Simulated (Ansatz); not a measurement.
# Squeezing and shearing glassy 77ZrO2-23SiO2 (mol %) (90 atoms), part 3 of 4

How stiff is glassy 77ZrO2-23SiO2 (mol %) (90 atoms), and how do its levels respond to strain?

Ansatz 0.2.0; Kohn-Sham DFT, PBE, PAW (set soft_2), plane waves.

The cell: 23 Zr, 7 Si and 60 O. The quench rate of 50 K/ps far exceeds what a furnace or splat quench reaches. The starting topology of bonds comes from the classical model. Only the Γ point is sampled.

So far. Step 8 (Volume +6 %): The relaxation converged after 8 steps, 1.37 eV below its start, with a largest force component of 0.027 eV/Å. Step 8 (Volume +6 %): Volume +6 %: the energy stands 0.923 eV above that of the reference, at a pressure of -3.87 GPa.

### Step 9. Volume -10 %

The relaxed cell is scaled to another volume.

input.yaml reads:

```yaml
crystal:
  lattice:
    - [10.5278, 0.09682, 0.19277]
    - [0.09682, 10.23425, 0.09772]
    - [0.19277, 0.09772, 10.16077]
  atoms:
    [... the 90 atom lines of step 4 ...]
kpoints:
  mp_grid: { grid: [1, 1, 1] }
hamiltonian:
  xc: pbe
scf:
  occupations: { method: fermi_dirac, width: 0.05 }
output:
  forces: true
  eigenvalues: true
  stress: true
relax:
  f_tol: 0.05
  max_steps: 70
```

Launch:

```sh
$ ansatz run input.yaml --threads 4 --pin off --max-ram 8192MiB --backend cpu --events-out ev --progress --plain --runs-dir out
```

Numbers of over 12 decimals in the logs are rounded to 6 here.

The program printed:

```text
[...]
Crystal: 90 atoms, lattice volume = 1094.191 Å³
Basis set: ecut = 420 eV, 21361 PW (Γ), exchange–correlation on 144×144×144 points (8 copies of the dense FFT grid, shifted against one another)
Bands: 422, of which v1, the nominal top of the filled ones, is band 332 counted from 1 (331 counted from 0)
Symmetry: 1 space group operations
[...]
k-points: 1
[...]
SCF iter   1: F=—  HF=-134850.040790 eV  |F-HF|=—  |Δ(HF+E_count)|=         —  Δρ=4.31e-3  dr2=1.58e-1  ethr=1.77e-3  ⟨swp⟩=6.0  Hψ=1671  notcnv=0  defer=37
[...]
SCF iter   5: F=—  HF=-134850.025678 eV  |F-HF|=—  |Δ(HF+E_count)|=   1.78e-4  Δρ=1.32e-4  dr2=1.75e-4  ethr=9.69e-8  ⟨swp⟩=2.0  Hψ=641  notcnv=0  defer=85
SCF iter   6: F=-134850.025705 eV  HF=-134850.025701 eV  |F-HF|=3.92e-6  |Δ(HF+E_count)|=   2.36e-5  Δρ=5.02e-5  dr2=2.68e-5  ethr=9.41e-9  ⟨swp⟩=13.0  Hψ=2043  notcnv=0
SCF 1 converged in 6 iterations: F = -134850.025705 eV  dr2 = 2.68e-5
[...]
relax step   1: F+E_penalty+E_count = -134850.02570540 eV  Δ(F+E_penalty+E_count) = +0.000e0 eV  max|allowed force component| = 2.125e0 eV/Å  Δτ_max = 0.0000 Å  (6 SCF iters, dr2 threshold 6.25e-5 eV, accepted)
[...]
relax step   2: F+E_penalty+E_count = -134853.27476997 eV  Δ(F+E_penalty+E_count) = -3.249e0 eV  max|allowed force component| = 1.098e0 eV/Å  Δτ_max = 0.1967 Å  (7 SCF iters, dr2 threshold 1.00e-4 eV, accepted)
[...]
relax step   3: F+E_penalty+E_count = -134854.45258078 eV  Δ(F+E_penalty+E_count) = -1.178e0 eV  max|allowed force component| = 8.753e-1 eV/Å  Δτ_max = 0.1773 Å  (7 SCF iters, dr2 threshold 7.54e-5 eV, accepted)
relax step   4: F+E_penalty+E_count = -134855.23000567 eV  Δ(F+E_penalty+E_count) = -7.774e-1 eV  max|allowed force component| = 4.407e-1 eV/Å  Δτ_max = 0.2000 Å  (6 SCF iters, dr2 threshold 1.00e-4 eV, accepted)
relax step   5: F+E_penalty+E_count = -134855.62525807 eV  Δ(F+E_penalty+E_count) = -3.953e-1 eV  max|allowed force component| = 2.905e-1 eV/Å  Δτ_max = 0.2000 Å  (7 SCF iters, dr2 threshold 4.92e-5 eV, accepted)
relax step   6: F+E_penalty+E_count = -134855.79898839 eV  Δ(F+E_penalty+E_count) = -1.737e-1 eV  max|allowed force component| = 2.577e-1 eV/Å  Δτ_max = 0.2000 Å  (7 SCF iters, dr2 threshold 2.14e-5 eV, accepted)
relax step   7: F+E_penalty+E_count = -134855.94127943 eV  Δ(F+E_penalty+E_count) = -1.423e-1 eV  max|allowed force component| = 3.416e-1 eV/Å  Δτ_max = 0.2000 Å  (7 SCF iters, dr2 threshold 2.89e-5 eV, accepted)
relax step   8: F+E_penalty+E_count = -134855.94070225 eV  Δ(F+E_penalty+E_count) = +5.772e-4 eV  max|allowed force component| = 5.027e-1 eV/Å  Δτ_max = 0.1965 Å  (6 SCF iters, dr2 threshold 9.18e-5 eV, rejected (line search))
relax step   9: F+E_penalty+E_count = -134856.03330530 eV  Δ(F+E_penalty+E_count) = -9.203e-2 eV  max|allowed force component| = 1.610e-1 eV/Å  Δτ_max = 0.0982 Å  (9 SCF iters, accepted)
relax step  10: F+E_penalty+E_count = -134856.04972752 eV  Δ(F+E_penalty+E_count) = -1.642e-2 eV  max|allowed force component| = 7.878e-2 eV/Å  Δτ_max = 0.1000 Å  (7 SCF iters, dr2 threshold 5.76e-6 eV, accepted)
relax step  11: F+E_penalty+E_count = -134856.04678658 eV  Δ(F+E_penalty+E_count) = +2.941e-3 eV  max|allowed force component| = 1.502e-1 eV/Å  Δτ_max = 0.0453 Å  (9 SCF iters, rejected (line search))
[...]
relax step  12: F+E_penalty+E_count = -134856.05445668 eV  Δ(F+E_penalty+E_count) = -4.729e-3 eV  max|allowed force component| = 2.143e-2 eV/Å  Δτ_max = 0.0226 Å  (8 SCF iters, accepted)
SCF converged after 8 iterations
Free energy (F): -134856.054457 eV
[...]
Internal energy: -134856.054457 eV  (E = F + TS)
E sigma→0 (E₀):  -134856.054457 eV
Fermi energy:    10.407019 eV
[...]
Σ components = -134856.054457   (vs F -134856.054457, Δ=0.00e0)
--- Forces (eV/Å), atoms counted from 1 ---
  atom   1  Zr     0.00933829    -0.00067806     0.00136777
  atom   2  Zr    -0.01104580    -0.01160596    -0.00317714
  atom   3  Zr     0.00371943     0.00197709     0.00145343
  atom   4  Zr     0.00981788    -0.00938721    -0.00450565
[...]
atom  90  O      0.00272920     0.00338530     0.00210131
  max |Σ_I F_I| component: 1.10e-4 eV/Å
--- Stress (GPa, compression-positive) ---
        7.247143      -0.094356      -0.349255
       -0.094356       7.336488      -1.112236
       -0.349256      -1.112237       6.548205
  P = ⅓ Tr σ = 7.0439 GPa (70.439 kbar)
--- Band table (eV) ---
[...]
--- Relaxed structure (12 steps of the walk, 10 accepted, 0 SCFs on fresh bases) ---
  F+E_penalty+E_count = -134856.05445668 eV   max|allowed force component| = 2.143e-2 eV/Å
  atoms:
    - { symbol: Zr, position: [0.136862, 0.668628, 0.194769] }
    - { symbol: Zr, position: [0.983264, 0.212720, 0.327592] }
    - { symbol: Zr, position: [0.185763, 0.513152, 0.483042] }
    - { symbol: Zr, position: [0.441101, 0.652612, 0.282894] }
[...]
- { symbol: O, position: [0.099729, 0.993678, 0.792704] }
```

Run time: 86 s. Hardware: 4 threads of Intel Xeon 6975P-C (Granite Rapids), shared host; peak memory 1.6 GiB; 5.2 min of CPU time.

The relaxation converged after 12 steps, 6.03 eV below its start, with a largest force component of 0.021 eV/Å.

Volume -10 %: the energy stands 2.44 eV above that of the reference, at a pressure of 7.04 GPa.

### Step 10. Stretched by 1 % along x

The relaxed cell is strained along x alone, which gives the stiffness along x and its coupling to y and z.

input.yaml, the sections that differ from step 9:

```yaml
crystal:
  lattice:
    - [11.01315, 0.10028, 0.19966]
    - [0.10128, 10.60006, 0.10121]
    - [0.20166, 0.10121, 10.52396]
  atoms:
    [... the 90 atom lines of step 4 ...]
# kpoints, hamiltonian, scf, output, relax: as in step 9
```

The program printed:

```text
[...]
Crystal: 90 atoms, lattice volume = 1227.925 Å³
Basis set: ecut = 420 eV, 24013 PW (Γ), exchange–correlation on 150×144×144 points (8 copies of the dense FFT grid, shifted against one another)
Bands: 422, of which v1, the nominal top of the filled ones, is band 332 counted from 1 (331 counted from 0)
Symmetry: 1 space group operations
[...]
k-points: 1
[...]
SCF iter   1: F=—  HF=-134858.387189 eV  |F-HF|=—  |Δ(HF+E_count)|=         —  Δρ=3.69e-3  dr2=1.33e-1  ethr=1.77e-3  ⟨swp⟩=6.0  Hψ=1603  notcnv=0  defer=28
[...]
SCF iter   5: F=—  HF=-134858.377196 eV  |F-HF|=—  |Δ(HF+E_count)|=   1.84e-4  Δρ=1.35e-4  dr2=2.15e-4  ethr=1.09e-7  ⟨swp⟩=2.0  Hψ=641  notcnv=0  defer=77
SCF iter   6: F=-134858.377236 eV  HF=-134858.377229 eV  |F-HF|=6.97e-6  |Δ(HF+E_count)|=   3.31e-5  Δρ=5.02e-5  dr2=3.24e-5  ethr=9.41e-9  ⟨swp⟩=10.0  Hψ=2031  notcnv=0
SCF 1 converged in 6 iterations: F = -134858.377236 eV  dr2 = 3.24e-5
[...]
relax step   1: F+E_penalty+E_count = -134858.37723581 eV  Δ(F+E_penalty+E_count) = +0.000e0 eV  max|allowed force component| = 4.101e-1 eV/Å  Δτ_max = 0.0000 Å  (6 SCF iters, dr2 threshold 6.25e-5 eV, accepted)
[...]
relax step   2: F+E_penalty+E_count = -134858.43119947 eV  Δ(F+E_penalty+E_count) = -5.396e-2 eV  max|allowed force component| = 2.213e-1 eV/Å  Δτ_max = 0.0416 Å  (6 SCF iters, dr2 threshold 1.05e-5 eV, accepted)
[...]
relax step   3: F+E_penalty+E_count = -134858.44996889 eV  Δ(F+E_penalty+E_count) = -1.877e-2 eV  max|allowed force component| = 9.437e-2 eV/Å  Δτ_max = 0.0133 Å  (6 SCF iters, dr2 threshold 3.06e-6 eV, accepted)
relax step   4: F+E_penalty+E_count = -134858.45118959 eV  Δ(F+E_penalty+E_count) = -1.221e-3 eV  max|allowed force component| = 2.970e-1 eV/Å  Δτ_max = 0.1007 Å  (9 SCF iters, accepted)
relax step   5: F+E_penalty+E_count = -134858.46187827 eV  Δ(F+E_penalty+E_count) = -1.069e-2 eV  max|allowed force component| = 9.196e-2 eV/Å  Δτ_max = 0.0356 Å  (6 SCF iters, dr2 threshold 1.60e-5 eV, accepted)
[...]
relax step   6: F+E_penalty+E_count = -134858.46455013 eV  Δ(F+E_penalty+E_count) = -2.672e-3 eV  max|allowed force component| = 2.447e-2 eV/Å  Δτ_max = 0.0223 Å  (8 SCF iters, accepted)
SCF converged after 8 iterations
Free energy (F): -134858.464550 eV
[...]
Internal energy: -134858.464550 eV  (E = F + TS)
E sigma→0 (E₀):  -134858.464550 eV
Fermi energy:    8.699931 eV
[...]
Σ components = -134858.464550   (vs F -134858.464550, Δ=0.00e0)
--- Forces (eV/Å), atoms counted from 1 ---
  atom   1  Zr     0.00334768     0.00603619    -0.00604346
  atom   2  Zr     0.00443390     0.00212703     0.01155057
  atom   3  Zr    -0.00750788     0.00352921     0.01266567
  atom   4  Zr     0.00389183    -0.00060342    -0.00919010
[...]
atom  90  O     -0.00569232     0.00288832     0.00193503
  max |Σ_I F_I| component: 5.31e-5 eV/Å
--- Stress (GPa, compression-positive) ---
       -0.854684      -0.034382       0.043763
       -0.034382      -0.429575       0.059034
        0.043763       0.059034      -0.576614
  P = ⅓ Tr σ = -0.6203 GPa (-6.203 kbar)
--- Band table (eV) ---
[...]
--- Relaxed structure (6 steps of the walk, 6 accepted, 0 SCFs on fresh bases) ---
  F+E_penalty+E_count = -134858.46455013 eV   max|allowed force component| = 2.447e-2 eV/Å
  atoms:
    - { symbol: Zr, position: [0.128106, 0.680888, 0.203452] }
    - { symbol: Zr, position: [0.965806, 0.202470, 0.319523] }
    - { symbol: Zr, position: [0.291256, 0.514287, 0.498939] }
    - { symbol: Zr, position: [0.432320, 0.673214, 0.275697] }
[...]
- { symbol: O, position: [0.093121, 0.976582, 0.769324] }
```

The job ended after 46 s (4 threads; peak memory 1.8 GiB).

The relaxation converged after 6 steps, 0.0873 eV below its start, with a largest force component of 0.024 eV/Å.

Stretched by 1 % along x: the energy stands 0.0303 eV above that of the reference, at a pressure of -0.620 GPa.

### Step 11. Compressed by 1 % along x

The relaxed cell is strained along x alone, which gives the stiffness along x and its coupling to y and z.

input.yaml, the sections that differ from step 10:

```yaml
crystal:
  lattice:
    - [10.79507, 0.10028, 0.19966]
    - [0.09928, 10.60006, 0.10121]
    - [0.19766, 0.10121, 10.52396]
  atoms:
    [... the 90 atom lines of step 4 ...]
# kpoints, hamiltonian, scf, output, relax: as in step 10
```

The program printed:

```text
[...]
Crystal: 90 atoms, lattice volume = 1203.610 Å³
Basis set: ecut = 420 eV, 23531 PW (Γ), exchange–correlation on 150×144×144 points (8 copies of the dense FFT grid, shifted against one another)
Bands: 422, of which v1, the nominal top of the filled ones, is band 332 counted from 1 (331 counted from 0)
Symmetry: 1 space group operations
[...]
k-points: 1
[...]
SCF iter   1: F=—  HF=-134858.374618 eV  |F-HF|=—  |Δ(HF+E_count)|=         —  Δρ=3.77e-3  dr2=1.31e-1  ethr=1.77e-3  ⟨swp⟩=6.0  Hψ=1604  notcnv=0  defer=30
[...]
SCF iter   6: F=-134858.365505 eV  HF=-134858.365499 eV  |F-HF|=6.16e-6  |Δ(HF+E_count)|=   3.19e-5  Δρ=4.95e-5  dr2=3.05e-5  ethr=9.41e-9  ⟨swp⟩=11.0  Hψ=1992  notcnv=0
SCF 1 converged in 6 iterations: F = -134858.365505 eV  dr2 = 3.05e-5
[...]
relax step   1: F+E_penalty+E_count = -134858.36550468 eV  Δ(F+E_penalty+E_count) = +0.000e0 eV  max|allowed force component| = 4.313e-1 eV/Å  Δτ_max = 0.0000 Å  (6 SCF iters, dr2 threshold 6.25e-5 eV, accepted)
[...]
relax step   2: F+E_penalty+E_count = -134858.42269054 eV  Δ(F+E_penalty+E_count) = -5.719e-2 eV  max|allowed force component| = 2.293e-1 eV/Å  Δτ_max = 0.0405 Å  (6 SCF iters, dr2 threshold 1.16e-5 eV, accepted)
[...]
relax step   3: F+E_penalty+E_count = -134858.44173839 eV  Δ(F+E_penalty+E_count) = -1.905e-2 eV  max|allowed force component| = 9.012e-2 eV/Å  Δτ_max = 0.0143 Å  (6 SCF iters, dr2 threshold 3.29e-6 eV, accepted)
relax step   4: F+E_penalty+E_count = -134858.40636030 eV  Δ(F+E_penalty+E_count) = +3.538e-2 eV  max|allowed force component| = 2.555e-1 eV/Å  Δτ_max = 0.2000 Å  (10 SCF iters, rejected (line search))
relax step   5: F+E_penalty+E_count = -134858.45276334 eV  Δ(F+E_penalty+E_count) = -1.102e-2 eV  max|allowed force component| = 6.158e-2 eV/Å  Δτ_max = 0.0358 Å  (10 SCF iters, accepted)
relax step   6: F+E_penalty+E_count = -134858.45424669 eV  Δ(F+E_penalty+E_count) = -1.483e-3 eV  max|allowed force component| = 5.687e-2 eV/Å  Δτ_max = 0.0441 Å  (9 SCF iters, accepted)
relax step   7: F+E_penalty+E_count = -134858.45585400 eV  Δ(F+E_penalty+E_count) = -1.607e-3 eV  max|allowed force component| = 7.749e-2 eV/Å  Δτ_max = 0.0410 Å  (9 SCF iters, accepted)
relax step   8: F+E_penalty+E_count = -134858.45852839 eV  Δ(F+E_penalty+E_count) = -2.674e-3 eV  max|allowed force component| = 1.984e-2 eV/Å  Δτ_max = 0.0209 Å  (6 SCF iters, dr2 threshold 5.12e-6 eV, accepted)
[...]
relax step   9: F+E_penalty+E_count = -134858.45852868 eV  Δ(F+E_penalty+E_count) = -2.915e-7 eV  max|allowed force component| = 1.983e-2 eV/Å  Δτ_max = 0.0000 Å  (4 SCF iters, accepted)
SCF converged after 4 iterations
Free energy (F): -134858.458529 eV
[...]
Internal energy: -134858.458529 eV  (E = F + TS)
E sigma→0 (E₀):  -134858.458529 eV
Fermi energy:    8.995870 eV
[...]
--- Forces (eV/Å), atoms counted from 1 ---
  atom   1  Zr    -0.00403896    -0.00680986    -0.00442089
  atom   2  Zr     0.01030010     0.00469630    -0.01335872
  atom   3  Zr    -0.00519093    -0.00256281    -0.00341959
  atom   4  Zr    -0.00107354    -0.00810084    -0.00281633
  atom   5  Zr     0.00865128    -0.00433679    -0.00201345
  atom   6  Zr    -0.00287730     0.00525118    -0.00803247
  atom   7  Zr     0.00904455    -0.00758595     0.00821638
  atom   8  Zr     0.00249869     0.00476946    -0.00164978
  atom   9  Zr     0.00373240    -0.00311425    -0.00259456
  atom  10  Zr     0.00359331    -0.00253823     0.01070340
  atom  11  Zr    -0.00749088    -0.00349375     0.01257705
  atom  12  Zr     0.00243868    -0.00415998    -0.00613838
  atom  13  Zr     0.00322698    -0.00802942     0.01105034
  atom  14  Zr    -0.00854117     0.00741867    -0.00570596
[...]
atom  89  O     -0.00212947     0.00272396    -0.00091898
  atom  90  O     -0.00380470     0.00296434    -0.00192122
  max |Σ_I F_I| component: 6.03e-5 eV/Å
--- Stress (GPa, compression-positive) ---
        0.824144      -0.009599       0.029772
       -0.009599       0.469628       0.020390
        0.029773       0.020390       0.519256
  P = ⅓ Tr σ = 0.6043 GPa (6.043 kbar)
--- Band table (eV) ---
[...]
--- Relaxed structure (9 steps of the walk, 8 accepted, 0 SCFs on fresh bases) ---
  F+E_penalty+E_count = -134858.45852868 eV   max|allowed force component| = 1.983e-2 eV/Å
  atoms:
    - { symbol: Zr, position: [0.127870, 0.681265, 0.200799] }
    - { symbol: Zr, position: [0.966544, 0.202204, 0.319222] }
    - { symbol: Zr, position: [0.280461, 0.516186, 0.500046] }
    - { symbol: Zr, position: [0.431828, 0.670193, 0.277074] }
[...]
- { symbol: O, position: [0.089777, 0.983755, 0.766732] }
```

Elapsed: 68 s, on 4 threads; peak memory 1.7 GiB; 4.2 min of CPU time.

The relaxation converged after 9 steps, 0.0930 eV below its start, with a largest force component of 0.020 eV/Å.

Compressed by 1 % along x: the energy stands 0.0363 eV above that of the reference, at a pressure of 0.604 GPa.

(Continued in part 4 of 4.)

[Logs are printed without paths, hosts, clocks, repeated set-up lines and the standing remarks that a program may print on its own settings, such as how far it seeks lower states.]

[Hosts, paths, dates, database ids (printed as entryN), source tags and the programs' standing remarks are cut or masked in the printed files.]
